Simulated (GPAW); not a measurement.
# CO/W(100): work function by functional and basis

Aim: the work function of both faces of CO/W(100), and its spread over functionals and bases.

Method: GPAW, PAW setups; slab in vacuum, relaxation, in the first sound run; inputs show where later runs differ, in GPAW 26.7.0.

## 1. Set-up

The cell holds 7 atoms: 5 W, 1 C and 1 O. Its edges and angles: a = 3.160 Å, b = 3.160 Å, c = 24.300 Å, α = 90.0°, β = 90.0°, γ = 90.0°. Vacuum lies along c.

## 2. Relaxing the atoms

The atoms are relaxed first, since the surface dipole, and with it the work function, follows the positions of the outer layers. The lowest 3 atoms are held at bulk positions and keep their forces.

run.py

```python
import json
import numpy as np
from ase import Atoms
from ase.constraints import FixAtoms
from ase.optimize import BFGS
from gpaw import GPAW, PW

slab = Atoms(
    ['W', 'W', 'W', 'W', 'W', 'C', 'O'],
    positions=[
        [0.00000, 0.00000, 8.00000],
        [1.58000, 1.58000, 9.58000],
        [0.00000, 0.00000, 11.16000],
        [1.58000, 1.58000, 12.74000],
        [0.00000, 0.00000, 14.32000],
        [1.58000, 1.58000, 15.13951],
        [1.58000, 1.58000, 16.29951]],
    cell=[[3.16, 0.0, 0.0], [0.0, 3.16, 0.0], [0.0, 0.0, 24.29951]],
    pbc=[True, True, False])

slab.calc = GPAW(mode=PW(500), xc='PBE', kpts={'size': (10, 10, 1), 'gamma': True},
                 occupations={'name': 'fermi-dirac', 'width': 0.1}, nbands='160%',
                 convergence={'density': 1e-05}, maxiter=200,
                 poissonsolver={'dipolelayer': 'xy'},
                 symmetry={'tolerance': 1e-3, 'extra_ids': [1, 1, 1, 0, 0, 0, 0]}, txt='slab.txt')
result = {}
slab.set_constraint(FixAtoms([0, 1, 2]))
path = []
opt = BFGS(slab, maxstep=0.2)
opt.attach(lambda: path.append((slab.get_potential_energy(), slab.positions.tolist(), slab.get_forces().tolist())))
result['relaxed'] = bool(opt.run(fmax=0.03, steps=40))
result['path'] = path
energy = slab.get_potential_energy()
fermi = slab.calc.get_fermi_level()
v = slab.calc.get_electrostatic_potential().mean((0, 1)) - fermi
n = slab.calc.get_pseudo_density().mean((0, 1))
L = slab.cell[2, 2]
z = np.arange(len(v)) * L / len(v)
low, high = slab.positions[:, 2].min(), slab.positions[:, 2].max()
below, above = np.interp([low - 5.8, high + 5.8], z, v)
slopes = [np.interp(x, z, np.gradient(v, z)) for x in (low - 5.8, high + 5.8)]
eps = np.array([[slab.calc.get_eigenvalues(k, s) for k in range(len(slab.calc.get_ibz_k_points()))]
                for s in range(slab.calc.get_number_of_spins())]) - fermi
top, bottom = eps[eps < 0].max(), eps[eps > 0].min()
dipole = slab.get_dipole_moment()[2]
print(f'energy {energy:.4f} eV, Fermi level {fermi:.4f} eV, dipole {dipole:.5f} e A')
print(f'potential 5.8 A off the faces, from the Fermi level: lower {below:.4f} eV, upper {above:.4f} eV')
print(f'slope of the potential there: lower {slopes[0]:.5f}, upper {slopes[1]:.5f} eV/A')
print(f'nearest levels on the mesh: {top:.4f} and {bottom:.4f} eV')
print('magnetic moment', round(slab.get_magnetic_moment(), 3))
result.update(energy=energy, fermi=fermi, dipole=dipole, below=below, above=above, slopes=slopes, edges=[top, bottom],
              z=z.tolist(), v=v.tolist(), n=n.tolist(), positions=slab.positions.tolist(),
              forces=slab.get_forces(apply_constraint=False).tolist(), moments=slab.get_magnetic_moments().tolist())
json.dump(result, open('result.json', 'w'))
```

Command:

```sh
$ OMP_NUM_THREADS=1 OPENBLAS_NUM_THREADS=1 python run.py
```

The log of the run:

```text
Step          Energy          fmax
BFGS:    0      -68.811172        6.927616
BFGS:    1      -68.822006        4.295084
BFGS:    2      -69.041037        1.604506
BFGS:    3      -69.060996        0.990461
BFGS:    4      -69.067365        0.158480
BFGS:    5      -69.067586        0.079021
BFGS:    6      -69.067996        0.152935
BFGS:    7      -69.068652        0.223730
BFGS:    8      -69.069337        0.187622
BFGS:    9      -69.069674        0.083263
BFGS:   10      -69.069769        0.034191
BFGS:   11      -69.069795        0.025547
energy -68.9937 eV, Fermi level 1.8922 eV, dipole -0.13993 e A
potential 5.8 A off the faces, from the Fermi level: lower 4.2800 eV, upper 6.8109 eV
slope of the potential there: lower -0.00108, upper -0.00056 eV/A
nearest levels on the mesh: -0.0517 and 0.0052 eV
magnetic moment 0.0
```

It took 47 min on 1 thread of Arm Neoverse V2, shared host; peak memory 0.38 GiB.

Step by step:

```csv
step,energy less that of the first step (eV),largest force (eV/Å)
1,0.0000,6.9276
2,-0.0085,4.2951
3,-0.2285,1.6045
4,-0.2490,0.9905
5,-0.2552,0.1585
6,-0.2555,0.0790
7,-0.2559,0.1529
8,-0.2567,0.2237
9,-0.2575,0.1876
10,-0.2578,0.0833
11,-0.2578,0.0342
12,-0.2578,0.0255
```

The atoms that moved most (Å):

```csv
atom,dx,dy,dz,length
O7,0.000,0.000,0.076,0.076
W5,0.000,0.000,0.014,0.014
C6,0.000,0.000,-0.008,0.008
W4,0.000,0.000,0.007,0.007
```

The relaxed structure:

```xyz
7
Lattice="3.1600 0.0000 0.0000 0.0000 3.1600 0.0000 0.0000 0.0000 24.2995" Properties=species:S:1:pos:R:3
W     0.0000    0.0000    8.0000
W     1.5800    1.5800    9.5800
W     0.0000    0.0000   11.1600
W     1.5800    1.5800   12.7474
W     0.0000    0.0000   14.3340
C     1.5800    1.5800   15.1315
O     1.5800    1.5800   16.3757
```

This step gave:

- dipole along the normal: -0.1399 e·Å
- levels nearest the Fermi level on the mesh: -0.05172, 0.005248 eV from the Fermi level
- upper work function: 6.811 eV
- lower work function: 4.280 eV

The electrostatic potential energy of an electron (without an applied field's), less the Fermi level, planar mean oscillates, so the rows of the table below give means over windows of 1 Å about each position, cut where the curve ends. Its maxima inside the range that stand out by 2 % of the span (Å: eV): 8.8: -8.57, 10.4: -9.19, 12.0: -9.07, 13.5: -9.14, 15.9: -0.563, 20.9: 6.81. Its minima: 8.0: -20.0, 9.5: -20.6, 11.2: -20.7, 12.7: -20.8, 14.4: -21.9, 16.4: -5.29.

Table of electrostatic potential energy of an electron (without an applied field's), less the Fermi level, planar mean by z; means over each step:

```csv
z (Å),"electrostatic potential energy of an electron (without an applied field's), less the Fermi level, planar mean (eV)"
0,4.76
1,4.28
2,4.28
3,4.28
4,4.27
5,4.21
6,3.64
7,-1.47
8,-16.3
9,-12.5
10,-14.5
11,-16.8
12,-12.1
13,-16.1
14,-16.0
15,-14.6
16,-2.79
17,3.78
18,6.75
19,6.81
20,6.81
21,6.81
22,6.81
23,6.81
24,6.62
```

The pseudo valence density, planar mean oscillates, so the rows of the table below give means over windows of 1.54 Å about each position, cut where the curve ends. Its maxima inside the range that stand out by 2 % of the span (Å: e/Å³): 8.1: 1.30, 9.6: 1.34, 11.2: 1.37, 12.7: 1.36, 14.3: 1.38, 16.4: 0.695. Its minima: 8.9: 0.542, 10.4: 0.523, 12.0: 0.514, 13.5: 0.530, 15.6: 0.345.

Table of pseudo valence density, planar mean by z; means over each step:

```csv
z (Å),"pseudo valence density, planar mean (e/Å³)"
2.31,6.1e-6
3.85,1.9e-4
5.39,0.00580
6.93,0.228
8.47,0.874
10.01,0.884
11.55,0.886
13.09,0.891
14.63,0.931
16.17,0.466
17.71,0.0355
19.25,7.3e-5
```

The relaxation lowered the energy of the cell by 0.258 eV (energies extrapolated to zero smearing; the optimiser's log prints free energies). The largest force left on a free atom is 0.026 eV/Å.

## 3. Plane waves, PBE

With the geometry fixed, the planar mean of the potential gives the vacuum level on each side.

This step: GPAW, PAW setups; slab in vacuum (GPAW 26.7.0).

Edit run.py of step 2 so:

```diff
@@ -3,4 +3,2 @@
 from ase import Atoms
-from ase.constraints import FixAtoms
-from ase.optimize import BFGS
 from gpaw import GPAW, PW
@@ -13,6 +11,6 @@
         [0.00000, 0.00000, 11.16000],
-        [1.58000, 1.58000, 12.74000],
-        [0.00000, 0.00000, 14.32000],
-        [1.58000, 1.58000, 15.13951],
-        [1.58000, 1.58000, 16.29951]],
+        [1.58000, 1.58000, 12.74736],
+        [0.00000, -0.00000, 14.33400],
+        [1.58000, 1.58000, 15.13149],
+        [1.58000, 1.58000, 16.37571]],
     cell=[[3.16, 0.0, 0.0], [0.0, 3.16, 0.0], [0.0, 0.0, 24.29951]],
@@ -24,10 +22,4 @@
                  poissonsolver={'dipolelayer': 'xy'},
-                 symmetry={'tolerance': 1e-3, 'extra_ids': [1, 1, 1, 0, 0, 0, 0]}, txt='slab.txt')
+                 symmetry={'tolerance': 1e-3}, txt='slab.txt')
 result = {}
-slab.set_constraint(FixAtoms([0, 1, 2]))
-path = []
-opt = BFGS(slab, maxstep=0.2)
-opt.attach(lambda: path.append((slab.get_potential_energy(), slab.positions.tolist(), slab.get_forces().tolist())))
-result['relaxed'] = bool(opt.run(fmax=0.03, steps=40))
-result['path'] = path
 energy = slab.get_potential_energy()
```

The log of the run:

```text
energy -68.9937 eV, Fermi level 1.8922 eV, dipole -0.14010 e A
potential 5.8 A off the faces, from the Fermi level: lower 4.2798 eV, upper 6.8108 eV
slope of the potential there: lower -0.00104, upper -0.00058 eV/A
nearest levels on the mesh: -0.0517 and 0.0052 eV
magnetic moment 0.0
```

The job ended after 5.1 min (1 thread; peak memory 0.38 GiB).

This step gave:

- dipole along the normal: -0.1401 e·Å
- levels nearest the Fermi level on the mesh: -0.05170, 0.005237 eV from the Fermi level

The electrostatic potential energy of an electron (without an applied field's), less the Fermi level, planar mean oscillates, so the rows of the table below give means over windows of 1 Å about each position, cut where the curve ends. Its maxima inside the range that stand out by 2 % of the span (Å: eV): 8.8: -8.57, 10.4: -9.19, 12.0: -9.07, 13.5: -9.14, 15.9: -0.563, 20.5: 6.81. Its minima: 8.0: -20.0, 9.5: -20.6, 11.2: -20.7, 12.7: -20.8, 14.4: -21.9, 16.4: -5.29.

The electrostatic potential energy of an electron (without an applied field's), less the Fermi level, planar mean by z; means over each step:

(Unchanged from step 2.)

The pseudo valence density, planar mean oscillates, so the rows of the table below give means over windows of 1.54 Å about each position, cut where the curve ends. Its maxima inside the range that stand out by 2 % of the span (Å: e/Å³): 8.1: 1.30, 9.6: 1.34, 11.2: 1.37, 12.7: 1.36, 14.3: 1.38, 16.4: 0.695. Its minima: 8.9: 0.542, 10.4: 0.523, 12.0: 0.514, 13.5: 0.530, 15.6: 0.345.

The pseudo valence density, planar mean by z; means over each step:

```csv
z (Å),"pseudo valence density, planar mean (e/Å³)"
2.31,6.0e-6
3.85,1.9e-4
5.39,0.00580
6.93,0.228
8.47,0.874
10.01,0.884
11.55,0.886
13.09,0.891
14.63,0.931
16.17,0.466
17.71,0.0355
19.25,7.3e-5
```

Force by atom:

```csv
atom,x (eV/Å),y (eV/Å),z (eV/Å),size
W1,0.00,0.00,1.30,1.30
W2,0.00,0.00,-1.37,1.37
W3,0.00,0.00,0.06,0.06
W4,0.00,0.00,0.01,0.01
W5,0.00,0.00,0.02,0.02
C6,0.00,0.00,0.01,0.01
O7,0.00,0.00,-0.03,0.03
```

The potential is flat to 0.001 eV/Å where it is read, so the vacuum is wide enough.

## 4. Self-consistent run: xc = "RPBE"

The same geometry under RPBE, to see how far the functional moves the levels against the vacuum.

Edit run.py of step 3 so:

```diff
@@ -18,3 +18,3 @@
 
-slab.calc = GPAW(mode=PW(500), xc='PBE', kpts={'size': (10, 10, 1), 'gamma': True},
+slab.calc = GPAW(mode=PW(500), xc='RPBE', kpts={'size': (10, 10, 1), 'gamma': True},
                  occupations={'name': 'fermi-dirac', 'width': 0.1}, nbands='160%',
```

The log of the run:

```text
energy -65.7605 eV, Fermi level 2.0197 eV, dipole -0.14037 e A
potential 5.8 A off the faces, from the Fermi level: lower 4.1312 eV, upper 6.6671 eV
slope of the potential there: lower -0.00110, upper -0.00058 eV/A
nearest levels on the mesh: -0.0595 and 0.0047 eV
magnetic moment 0.0
```

It took 6 min on 1 thread; peak memory 0.38 GiB.

This step gave:

```
dipole along the normal                    : -0.1404 e·Å
levels nearest the Fermi level on the mesh : -0.05953, 0.004654 eV from the Fermi level
upper work function                        : 6.667 eV
lower work function                        : 4.131 eV
```

The electrostatic potential energy of an electron (without an applied field's), less the Fermi level, planar mean oscillates, so the rows of the table below give means over windows of 1 Å about each position, cut where the curve ends. Its maxima inside the range that stand out by 2 % of the span (Å: eV): 8.8: -8.67, 10.4: -9.29, 12.0: -9.17, 13.5: -9.24, 15.9: -0.719, 20.5: 6.67. Its minima: 8.0: -20.0, 9.5: -20.7, 11.2: -20.8, 12.7: -20.9, 14.4: -22.0, 16.4: -5.44.

Electrostatic potential energy of an electron (without an applied field's), less the Fermi level, planar mean against z; means over each step:

z (Å), electrostatic potential energy of an electron (without an applied field's), less the Fermi level, planar mean (eV) and a bar from the least value:
```
        0        4.6 ###########################
        1        4.1 ###########################
        2        4.1 ###########################
        3        4.1 ###########################
        4        4.1 ###########################
        5        4.1 ###########################
        6        3.5 ##########################
        7       -1.6 ###################
        8      -16.3 #
        9      -12.6 #####
       10      -14.6 ###
       11      -16.9 
       12      -12.2 ######
       13      -16.2 #
       14      -16.1 #
       15      -14.7 ###
       16       -2.9 ##################
       17        3.6 ##########################
       18        6.6 ##############################
       19        6.7 ##############################
       20        6.7 ##############################
       21        6.7 ##############################
       22        6.7 ##############################
       23        6.7 ##############################
       24        6.5 ##############################
```

The pseudo valence density, planar mean oscillates, so the rows of the table below give means over windows of 1.54 Å about each position, cut where the curve ends. Its maxima inside the range that stand out by 2 % of the span (Å: e/Å³): 8.1: 1.30, 9.6: 1.34, 11.2: 1.37, 12.7: 1.37, 14.3: 1.38, 16.4: 0.695. Its minima: 8.9: 0.541, 10.4: 0.522, 12.0: 0.513, 13.5: 0.529, 15.6: 0.345.

Pseudo valence density, planar mean against z; means over each step:

```csv
z (Å),"pseudo valence density, planar mean (e/Å³)"
2.31,7.1e-6
3.85,2.1e-4
5.39,0.00569
6.93,0.228
8.47,0.874
10.01,0.884
11.55,0.886
13.09,0.891
14.63,0.932
16.17,0.466
17.71,0.0354
19.25,7.7e-5
```

Force by atom:

```csv
atom,x (eV/Å),y (eV/Å),z (eV/Å),size
W1,0.00,0.00,1.05,1.05
W2,0.00,0.00,-1.38,1.38
W3,0.00,0.00,0.07,0.07
W4,0.00,0.00,-0.01,0.01
W5,0.00,0.00,0.07,0.07
C6,0.00,0.00,-0.14,0.14
O7,0.00,0.00,0.37,0.37
```

The upper face's work function is 6.667 eV, against 6.811 eV in the first plane-wave PBE run at this geometry.

## 5. Self-consistent run: xc = "revPBE"

The same geometry under revPBE, to see how far the functional moves the levels against the vacuum.

Edit run.py of step 4 so:

```diff
@@ -18,3 +18,3 @@
 
-slab.calc = GPAW(mode=PW(500), xc='RPBE', kpts={'size': (10, 10, 1), 'gamma': True},
+slab.calc = GPAW(mode=PW(500), xc='revPBE', kpts={'size': (10, 10, 1), 'gamma': True},
                  occupations={'name': 'fermi-dirac', 'width': 0.1}, nbands='160%',
```

The log of the run:

```text
energy -66.3227 eV, Fermi level 2.0005 eV, dipole -0.13953 e A
potential 5.8 A off the faces, from the Fermi level: lower 4.1511 eV, upper 6.6718 eV
slope of the potential there: lower -0.00109, upper -0.00058 eV/A
nearest levels on the mesh: -0.0577 and 0.0045 eV
magnetic moment 0.0
```

Run time: 5.9 min. Hardware: 1 thread; peak memory 0.38 GiB.

This step gave:

| Property | Result |
| --- | --- |
| dipole along the normal | -0.1395 e·Å |
| levels nearest the Fermi level on the mesh | -0.05765, 0.004550 eV from the Fermi level |
| upper work function | 6.672 eV |
| lower work function | 4.151 eV |

The electrostatic potential energy of an electron (without an applied field's), less the Fermi level, planar mean oscillates, so the rows of the table below give means over windows of 1 Å about each position, cut where the curve ends. Its maxima inside the range that stand out by 2 % of the span (Å: eV): 8.8: -8.64, 10.4: -9.26, 12.0: -9.14, 13.5: -9.21, 15.9: -0.684, 20.5: 6.67. Its minima: 8.0: -20.0, 9.5: -20.7, 11.2: -20.7, 12.7: -20.9, 14.4: -21.9, 16.4: -5.41.

Table of electrostatic potential energy of an electron (without an applied field's), less the Fermi level, planar mean by z; means over each step:

```csv
z (Å),"electrostatic potential energy of an electron (without an applied field's), less the Fermi level, planar mean (eV)"
0,4.63
1,4.15
2,4.15
3,4.15
4,4.14
5,4.08
6,3.52
7,-1.55
8,-16.3
9,-12.6
10,-14.5
11,-16.8
12,-12.2
13,-16.2
14,-16.1
15,-14.6
16,-2.91
17,3.65
18,6.61
19,6.67
20,6.67
21,6.67
22,6.67
23,6.67
24,6.48
```

The upper face's work function is 6.672 eV, against 6.811 eV in the first plane-wave PBE run at this geometry.

## 6. Self-consistent run: xc = "LDA"

The same geometry under LDA, to see how far the functional moves the levels against the vacuum.

Edit run.py of step 5 so:

```diff
@@ -18,3 +18,3 @@
 
-slab.calc = GPAW(mode=PW(500), xc='revPBE', kpts={'size': (10, 10, 1), 'gamma': True},
+slab.calc = GPAW(mode=PW(500), xc='LDA', kpts={'size': (10, 10, 1), 'gamma': True},
                  occupations={'name': 'fermi-dirac', 'width': 0.1}, nbands='160%',
```

The log of the run:

```text
energy -76.1477 eV, Fermi level 1.5533 eV, dipole -0.14436 e A
potential 5.8 A off the faces, from the Fermi level: lower 4.5633 eV, upper 7.1713 eV
slope of the potential there: lower -0.00103, upper -0.00059 eV/A
nearest levels on the mesh: -0.0361 and 0.0047 eV
magnetic moment 0.0
```

The job ended after 5.5 min (1 thread; peak memory 0.38 GiB).

This step gave:

- dipole along the normal: -0.1444 e·Å
- levels nearest the Fermi level on the mesh: -0.03607, 0.004700 eV from the Fermi level
- upper work function: 7.171 eV
- lower work function: 4.563 eV

The upper face's work function is 7.171 eV, against 6.811 eV in the first plane-wave PBE run at this geometry.

## 7. OptPBE vdW: xc = "optPBE-vdW"

The same geometry under optPBE-vdW, to see how far the functional moves the levels against the vacuum (the van der Waals functionals take revPBE setups).

Edit run.py of step 6 so:

```diff
@@ -18,3 +18,3 @@
 
-slab.calc = GPAW(mode=PW(500), xc='LDA', kpts={'size': (10, 10, 1), 'gamma': True},
+slab.calc = GPAW(mode=PW(500), xc='optPBE-vdW', kpts={'size': (10, 10, 1), 'gamma': True},
                  occupations={'name': 'fermi-dirac', 'width': 0.1}, nbands='160%',
```

The log of the run:

```text
energy -156.1918 eV, Fermi level 1.7449 eV, dipole -0.14445 e A
potential 5.8 A off the faces, from the Fermi level: lower 4.4793 eV, upper 7.0890 eV
slope of the potential there: lower -0.00122, upper -0.00059 eV/A
nearest levels on the mesh: -0.0031 and 0.0175 eV
magnetic moment 0.0
```

Wall time 5.5 min (1 thread); peak memory 0.59 GiB.

Numbers from this step:

| Quantity | Value |
| --- | --- |
| levels nearest the Fermi level on the mesh | -0.003101, 0.01754 eV from the Fermi level |
| upper work function | 7.089 eV |
| lower work function | 4.479 eV |

The upper face's work function is 7.089 eV, against 6.811 eV in the first plane-wave PBE run at this geometry.

## 8. Self-consistent run: xc = "vdW-DF2"

The same geometry under vdW-DF2, to see how far the functional moves the levels against the vacuum (the van der Waals functionals take revPBE setups).

Edit run.py of step 7 so:

```diff
@@ -18,3 +18,3 @@
 
-slab.calc = GPAW(mode=PW(500), xc='optPBE-vdW', kpts={'size': (10, 10, 1), 'gamma': True},
+slab.calc = GPAW(mode=PW(500), xc='vdW-DF2', kpts={'size': (10, 10, 1), 'gamma': True},
                  occupations={'name': 'fermi-dirac', 'width': 0.1}, nbands='160%',
```

The log of the run:

```text
energy -829.8470 eV, Fermi level 1.6992 eV, dipole -0.15079 e A
potential 5.8 A off the faces, from the Fermi level: lower 4.6388 eV, upper 7.3639 eV
slope of the potential there: lower -0.00145, upper -0.00054 eV/A
nearest levels on the mesh: -0.0071 and 0.0226 eV
magnetic moment 0.0
```

Run time: 5.6 min. Hardware: 1 thread; peak memory 0.59 GiB.

This step gave:

| Item | Value |
| --- | --- |
| dipole along the normal | -0.1508 e·Å |
| levels nearest the Fermi level on the mesh | -0.007087, 0.02264 eV from the Fermi level |
| upper work function | 7.364 eV |
| lower work function | 4.639 eV |

The upper face's work function is 7.364 eV, against 6.811 eV in the first plane-wave PBE run at this geometry.

(Continued in part 2 of 2.)

[Logs are printed without paths, hosts, clocks, repeated set-up lines and the standing remarks that a program may print on its own settings, such as how far it seeks lower states.]

[Hosts, paths, dates, database ids (printed as entryN), source tags and the programs' standing remarks are cut or masked in the printed files.]
